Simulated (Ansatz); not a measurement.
# Σ5 (210) boundary in fcc Ag: structure and resistance, part 3 of 3

How much does the Σ5 (210) boundary in fcc Ag reflect electrons?

Ansatz 0.2.0; Ansatz plane-wave DFT, PBE, PAW files; relaxation of a bicrystal slab with its lowest layers held; PAW set soft_1 (the session's first sound run).

So far. Step 3 (Transmission across the boundary): Over the solved energies the transmission per spin lies between 1.80 and 1.84, out of 2.14 channels of the lead on average (up to 2.16). Step 4 (Specific resistance): Averaged over the energies near the Fermi level, 84.7 % of the channels pass, which makes 0.203 fΩ m².

## 5. Single-crystal slab for reference

The free faces cost energy too. A single-crystal slab with the same faces and held layers is relaxed, so that they cancel.

This step: Ansatz plane-wave DFT, PBE, PAW files; relaxation of a single-crystal slab with its lowest layers held; PAW set soft_1 (Ansatz 0.2.0).

System of this step: Ag slab, plane (2, 1, 0). The cell holds 22 atoms: 22 Ag. Cell: a = 5.005 Å, b = 4.086 Å, c = 30.188 Å, α = 90.0°, β = 90.0°, γ = 65.9°. It derives from Ag. Vacuum lies along c.

Input file input.yaml:

```yaml
crystal:
  lattice:
    - [5.0045524935, 0.0, 0.0]
    - [1.6681841645, 3.7301731908, 0.0]
    - [0.0, 0.0, 30.187744037]
  atoms:
    - { symbol: Ag, position: [0.4000000003, 0.2999999998, 0.165630131] }
    - { symbol: Ag, position: [3.0e-10, 0.9999999998, 0.1958974506] }
    - { symbol: Ag, position: [0.6000000003, 0.6999999998, 0.2261647702] }
    - { symbol: Ag, position: [0.2000000002, 0.3999999998, 0.2564320898] }
    - { symbol: Ag, position: [0.8000000002, 0.0999999998, 0.2866994094] }
    - { symbol: Ag, position: [0.4000000002, 0.7999999998, 0.3169667291] }
    - { symbol: Ag, position: [2.0e-10, 0.4999999998, 0.3472340487] }
    - { symbol: Ag, position: [0.6000000002, 0.1999999998, 0.3775013683] }
    - { symbol: Ag, position: [0.2000000002, 0.8999999999, 0.4077686879] }
    - { symbol: Ag, position: [0.8000000002, 0.5999999999, 0.4380360075] }
    - { symbol: Ag, position: [0.4000000001, 0.2999999999, 0.4683033271] }
    - { symbol: Ag, position: [1.0e-10, 0.9999999999, 0.4985706467] }
    - { symbol: Ag, position: [0.6000000001, 0.6999999999, 0.5288379663] }
    - { symbol: Ag, position: [0.2000000001, 0.3999999999, 0.5591052859] }
    - { symbol: Ag, position: [0.8000000001, 0.0999999999, 0.5893726055] }
    - { symbol: Ag, position: [0.4000000001, 0.7999999999, 0.6196399251] }
    - { symbol: Ag, position: [1.0e-10, 0.4999999999, 0.6499072447] }
    - { symbol: Ag, position: [0.6000000001, 0.2, 0.6801745643] }
    - { symbol: Ag, position: [0.2, 0.9, 0.710441884] }
    - { symbol: Ag, position: [0.8, 0.6, 0.7407092036] }
    - { symbol: Ag, position: [0.4, 0.3, 0.7709765232] }
    - { symbol: Ag, position: [0.0, 0.0, 0.8012438428] }
kpoints:
  mp_grid: { grid: [6, 6, 1] }
hamiltonian:
  xc: pbe
  pseudopotentials: { kind: paw, azcp: { folder: soft_1 } }
scf:
  occupations: { method: fermi_dirac, width: 0.1 }
relax:
  f_tol: 0.03
  max_steps: 80
  constraints: [{ sites: [0, 1, 2, 3] }]
```

On the command line:

```
ansatz run input.yaml --threads 4 --pin off --max-ram 15360MiB --backend cpu --events-out ev --progress --plain --runs-dir out
```

Numbers of over 12 decimals in the logs are rounded to 6 here.

Output:

```text
Warning: crystal.symmetry: narrowed to the stabiliser of the relax constraints — unitary ops 4 → 2; lowered at sites 0, 1, 2, 3, 18, 19, 20, 21 (the operations that carried what is held of a site onto what its image site leaves free; the constrained walk keeps no symmetry that its constraints do not admit)
[...]
Crystal: 22 atoms, lattice volume = 563.540 Å³
Basis set: ecut = 420 eV, 11077 PW (Γ), exchange–correlation on 72×60×432 points (8 copies of the dense FFT grid, shifted against one another)
Bands: 251, of which v1, the nominal top of the filled ones, is band 209 counted from 1 (208 counted from 0)
Symmetry: 2 space group operations
k-points: 13 of 36 (time reversal used)
[...]
SCF iter   1: F=—  HF=-166996.293575 eV  |F-HF|=—  |Δ(HF+E_count)|=         —  Δρ=5.46e-2  dr2=1.89e1  ethr=3.10e-3  ⟨swp⟩=6.1  Hψ=11508  notcnv=0  defer=92
[...]
SCF iter   8: F=-166991.280119 eV  HF=-166991.280119 eV  |F-HF|=4.53e-7  |Δ(HF+E_count)|=   6.01e-6  Δρ=1.29e-5  dr2=1.36e-6  ethr=5.38e-9  ⟨swp⟩=4.3  Hψ=10305  notcnv=0
SCF 1 converged in 8 iterations: F = -166991.280119 eV  dr2 = 1.36e-6
[...]
relax step   1: F+E_penalty+E_count = -166991.28011852 eV  Δ(F+E_penalty+E_count) = +0.000e0 eV  max|allowed force component| = 3.797e-1 eV/Å  Δτ_max = 0.0000 Å  (8 SCF iters, dr2 threshold 2.25e-5 eV, accepted)
[...]
SCF iter   6: F=-166991.357842 eV  HF=-166991.357843 eV  |F-HF|=3.91e-7  |Δ(HF+E_count)|=   1.14e-6  Δρ=1.28e-5  dr2=9.78e-7  ethr=2.16e-9  ⟨swp⟩=5.0  Hψ=11016  notcnv=0
SCF 2 converged in 6 iterations: F = -166991.357842 eV  dr2 = 9.78e-7
[...]
relax step   2: F+E_penalty+E_count = -166991.35784221 eV  Δ(F+E_penalty+E_count) = -7.772e-2 eV  max|allowed force component| = 7.761e-2 eV/Å  Δτ_max = 0.1912 Å  (6 SCF iters, dr2 threshold 9.01e-6 eV, accepted)
SCF iter   1: F=—  HF=-166991.539495 eV  |F-HF|=—  |Δ(HF+E_count)|=         —  Δρ=7.41e-3  dr2=3.43e-1  ethr=7.29e-4  ⟨swp⟩=7.4  Hψ=8784  notcnv=0  defer=281
[...]
SCF iter   8: F=-166991.417734 eV  HF=-166991.417734 eV  |F-HF|=2.08e-8  |Δ(HF+E_count)|=   7.28e-8  Δρ=2.91e-6  dr2=4.98e-8  ethr=2.39e-11  ⟨swp⟩=4.9  Hψ=10574  notcnv=0
SCF 3 converged in 8 iterations: F = -166991.417734 eV  dr2 = 4.98e-8
relax step   3: F+E_penalty+E_count = -166991.41773423 eV  Δ(F+E_penalty+E_count) = -5.989e-2 eV  max|allowed force component| = 9.031e-2 eV/Å  Δτ_max = 0.1948 Å  (8 SCF iters, accepted)
[...]
relax step   4: F+E_penalty+E_count = -166991.43771021 eV  Δ(F+E_penalty+E_count) = -1.998e-2 eV  max|allowed force component| = 4.747e-2 eV/Å  Δτ_max = 0.1882 Å  (8 SCF iters, accepted)
SCF iter   1: F=—  HF=-166991.451150 eV  |F-HF|=—  |Δ(HF+E_count)|=         —  Δρ=2.20e-3  dr2=3.62e-2  ethr=6.91e-5  ⟨swp⟩=4.2  Hψ=6831  notcnv=0  defer=351
[...]
SCF iter   7: F=-166991.440056 eV  HF=-166991.440056 eV  |F-HF|=3.56e-8  |Δ(HF+E_count)|=   6.07e-8  Δρ=2.97e-6  dr2=5.61e-8  ethr=2.39e-11  ⟨swp⟩=4.9  Hψ=11253  notcnv=0
SCF 5 converged in 7 iterations: F = -166991.440056 eV  dr2 = 5.61e-8
relax step   5: F+E_penalty+E_count = -166991.44005603 eV  Δ(F+E_penalty+E_count) = -2.346e-3 eV  max|allowed force component| = 8.618e-3 eV/Å  Δτ_max = 0.0579 Å  (7 SCF iters, accepted)
SCF converged after 7 iterations
Free energy (F): -166991.440056 eV
[...]
Internal energy: -166991.239271 eV  (E = F + TS)
E sigma→0 (E₀):  -166991.339664 eV
Entropy (-TS):   -0.200785 eV (-9.127 meV/atom)
Fermi energy:    10.114637 eV
[...]
--- Forces (eV/Å), atoms counted from 1 ---
  atom   1  Ag    -0.02022452     0.00904468     0.19134967
  atom   2  Ag    -0.03413337     0.01526491    -0.14800106
  atom   3  Ag     0.03331870    -0.01490058    -0.18175312
  atom   4  Ag    -0.00361833     0.00161817     0.13789779
  atom   5  Ag    -0.00051893     0.00023207    -0.00304479
  atom   6  Ag     0.00136826    -0.00061191     0.00127964
  atom   7  Ag    -0.00086372     0.00038627     0.00026751
  atom   8  Ag     0.00106722    -0.00047727     0.00099177
  atom   9  Ag     0.00050187    -0.00022445     0.00151576
  atom  10  Ag     0.00088778    -0.00039703    -0.00019337
  atom  11  Ag     0.00096034    -0.00042948     0.00079921
  atom  12  Ag     0.00179739    -0.00080382     0.00191935
  atom  13  Ag     0.00186852    -0.00083563     0.00102705
  atom  14  Ag     0.00186712    -0.00083500    -0.00180370
  atom  15  Ag     0.00247157    -0.00110532    -0.00338496
  atom  16  Ag     0.00141049    -0.00063079    -0.00170942
  atom  17  Ag     0.00167687    -0.00074992     0.00042360
  atom  18  Ag     0.00337109    -0.00150760     0.00177968
  atom  19  Ag     0.00294608    -0.00131753     0.00117926
  atom  20  Ag     0.00053885    -0.00024098     0.00539998
  atom  21  Ag     0.00331705    -0.00148343     0.00265264
  atom  22  Ag    -0.00001270     0.00000568    -0.00861843
  max |Σ_I F_I| component: 2.59e-5 eV/Å
--- Relaxed structure (5 steps of the walk, 5 accepted, 0 SCFs on fresh bases) ---
  F+E_penalty+E_count = -166991.44005603 eV   max|allowed force component| = 8.618e-3 eV/Å
  atoms:
    - { symbol: Ag, position: [0.400000, 0.300000, 0.165630] }
    - { symbol: Ag, position: [2.9090901909611944e-10, 1.000000, 0.195897] }
    - { symbol: Ag, position: [0.600000, 0.700000, 0.226165] }
    - { symbol: Ag, position: [0.200000, 0.400000, 0.256432] }
    - { symbol: Ag, position: [0.800758, 0.099621, 0.289101] }
    - { symbol: Ag, position: [0.402314, 0.798843, 0.319712] }
    - { symbol: Ag, position: [0.00387673, 0.498062, 0.350918] }
    - { symbol: Ag, position: [0.602932, 0.198534, 0.382657] }
    - { symbol: Ag, position: [0.202784, 0.898608, 0.413717] }
    - { symbol: Ag, position: [0.803323, 0.598338, 0.445220] }
    - { symbol: Ag, position: [0.403757, 0.298122, 0.476641] }
    - { symbol: Ag, position: [0.00420021, 0.997900, 0.507579] }
    - { symbol: Ag, position: [0.604790, 0.697605, 0.539058] }
    - { symbol: Ag, position: [0.205724, 0.397138, 0.570513] }
    - { symbol: Ag, position: [0.806352, 0.096824, 0.601657] }
    - { symbol: Ag, position: [0.406562, 0.796719, 0.633256] }
    - { symbol: Ag, position: [0.00780638, 0.496097, 0.664644] }
    - { symbol: Ag, position: [0.612137, 0.193932, 0.695580] }
    - { symbol: Ag, position: [0.214690, 0.892655, 0.726637] }
    - { symbol: Ag, position: [0.811770, 0.594115, 0.759506] }
    - { symbol: Ag, position: [0.417811, 0.291095, 0.789797] }
    - { symbol: Ag, position: [0.021897, -0.010948, 0.816807] }
```

The job ended after 4.7 min (4 threads of Arm Neoverse V1, shared host; peak memory 3.2 GiB; 18 min of CPU time).

Step by step:

```
step  energy less that of the first step (eV)  largest force component (eV/Å)
   1                                   0.0000                          0.3797
   2                                  -0.0777                          0.0776
   3                                  -0.1376                          0.0903
   4                                  -0.1576                          0.0475
   5                                  -0.1599                          0.0086
```

The atoms that moved most (Å):

```
atom     dx      dy     dz  length
Ag21  0.074  -0.033  0.568   0.574
Ag20  0.049  -0.022  0.567   0.570
Ag19  0.061  -0.027  0.489   0.493
Ag22  0.091  -0.041  0.470   0.480
Ag18  0.051  -0.023  0.465   0.468
Ag17  0.033  -0.015  0.445   0.446
Ag16  0.027  -0.012  0.411   0.412
Ag15  0.026  -0.012  0.371   0.372
```

The relaxed structure:

```cif
data_structure
_symmetry_space_group_name_H-M 'P 1'
_symmetry_Int_Tables_number 1
_cell_length_a 5.0046
_cell_length_b 4.0862
_cell_length_c 30.1877
_cell_angle_alpha 90.000
_cell_angle_beta 90.000
_cell_angle_gamma 65.905
_cell_volume 563.54
loop_
_atom_site_label
_atom_site_type_symbol
_atom_site_fract_x
_atom_site_fract_y
_atom_site_fract_z
_atom_site_occupancy
Ag1 Ag 0.40000 0.30000 0.16563 1
Ag2 Ag 0.00000 0.00000 0.19590 1
Ag3 Ag 0.60000 0.70000 0.22616 1
Ag4 Ag 0.20000 0.40000 0.25643 1
Ag5 Ag 0.80076 0.09962 0.28910 1
Ag6 Ag 0.40231 0.79884 0.31971 1
Ag7 Ag 0.00388 0.49806 0.35092 1
Ag8 Ag 0.60293 0.19853 0.38266 1
Ag9 Ag 0.20278 0.89861 0.41372 1
Ag10 Ag 0.80332 0.59834 0.44522 1
Ag11 Ag 0.40376 0.29812 0.47664 1
Ag12 Ag 0.00420 0.99790 0.50758 1
Ag13 Ag 0.60479 0.69761 0.53906 1
Ag14 Ag 0.20572 0.39714 0.57051 1
Ag15 Ag 0.80635 0.09682 0.60166 1
Ag16 Ag 0.40656 0.79672 0.63326 1
Ag17 Ag 0.00781 0.49610 0.66464 1
Ag18 Ag 0.61214 0.19393 0.69558 1
Ag19 Ag 0.21469 0.89266 0.72664 1
Ag20 Ag 0.81177 0.59411 0.75951 1
Ag21 Ag 0.41781 0.29109 0.78980 1
Ag22 Ag 0.02190 0.98905 0.81681 1
```

This step gave:

```
free energy             : -166991.4401 eV
energy at zero smearing : -166991.3397 eV
Fermi energy            : 10.11 eV
```

The largest force component on a free atom ends at 0.0086 eV/Å, under the tolerance of 0.03, after 5 steps.

## 6. Bulk reference

The perfect crystal gives the energy per atom, for the atoms by which bicrystal and slab differ.

This step: Ansatz plane-wave DFT, PBE, PAW files; bulk reference; PAW set soft_1 (Ansatz 0.2.0).

System of this step: Ag. It takes space group Fm-3m (No. 225, cubic). The conventional cell has a = 4.086 Å, b = 4.086 Å, c = 4.086 Å, α = 90.00°, β = 90.00°, γ = 90.00°. Nearest to Ag lie 12 Ag at 2.89 Å.

input.yaml, the sections that differ from step 5:

```yaml
crystal:
  lattice:
    - [0.0, 2.0431, 2.0431]
    - [2.0431, 0.0, 2.0431]
    - [2.0431, 2.0431, 0.0]
  atoms:
    - { symbol: Ag, position: [0.0, 0.0, 0.0] }
kpoints:
  mp_grid: { grid: [18, 18, 18] }
# hamiltonian, scf: as in step 5
# relax: removed
```

Output:

```text
[...]
Crystal: 1 atoms, lattice volume = 17.057 Å³
Basis set: ecut = 420 eV, 331 PW (Γ)
Bands: 14, of which v1, the nominal top of the filled ones, is band 10 counted from 1 (9 counted from 0)
Symmetry: 48 space group operations
[...]
k-points: 195 of 5832
[...]
SCF iter   1: F=—  HF=-7590.851917 eV  |F-HF|=—  |Δ(HF+E_count)|=         —  Δρ=6.99e-2  dr2=8.91e-1  ethr=3.10e-3  ⟨swp⟩=4.8  Hψ=13598  notcnv=0
[...]
SCF iter   6: F=-7590.609256 eV  HF=-7590.609256 eV  |F-HF|=2.22e-9  |Δ(HF+E_count)|=   1.52e-7  Δρ=5.85e-6  dr2=5.76e-9  ethr=4.40e-10  ⟨swp⟩=1.0  Hψ=7318  notcnv=0
SCF 1 converged in 6 iterations: F = -7590.609256 eV  dr2 = 5.76e-9
[...]
SCF converged after 6 iterations
Free energy (F): -7590.609256 eV
[...]
Internal energy: -7590.601829 eV  (E = F + TS)
E sigma→0 (E₀):  -7590.605543 eV
Entropy (-TS):   -0.007428 eV (-7.428 meV/atom)
Fermi energy:    17.239152 eV
[...]
```

Run time: 0.71 s. Hardware: 4 threads; peak memory 0.28 GiB; 2.3 s of CPU time.

Numbers from this step:

```
free energy             : -7590.6093 eV
energy at zero smearing : -7590.6055 eV
Fermi energy            : 17.24 eV
```

## 7. Boundary energy

This step: Ansatz plane-wave DFT, PBE, PAW files; bicrystal less single-crystal slab less bulk atoms, a boundary area; PAW set soft_1 (Ansatz 0.2.0).

This step gave:

- excess energy of the cell: 0.6257 eV
- boundary energy: 0.5370 J/m²

The boundary costs 0.54 J/m².

By hand: 0.626 eV / 18.67 Å² × 16.02 = 0.537 J/m².

## 8. Summary of results

```json
{"specific resistance of the boundary": "0.203 fΩ m²", "share of channels that pass": "0.847", "boundary energy": "0.537 J/m²"}
```

In words: The boundary has a specific resistance of 0.20 fΩ m² and an energy of 0.54 J/m². The boundary reflects 15 % of the channels; 0.20 fΩ m² is 2.0×10⁻¹² Ω·cm². That equals the resistance of 12 nm of bulk Ag at 300 K (measured 1.629 µΩ cm, CRC Handbook of Chemistry and Physics, 84th ed., 2003, Electrical Resistivity of Pure Metals). In the relaxation the upper grain slid sideways by about 0.9 Å, so the result belongs to the position that it found, not to the starting one. One starting structure was relaxed; another shift or atom count at the boundary may lie lower.

[Logs are printed without paths, hosts, clocks, repeated set-up lines and the standing remarks that a program may print on its own settings, such as how far it seeks lower states.]

[Hosts, paths, dates, database ids (printed as entryN), source tags and the programs' standing remarks are cut or masked in the printed files.]
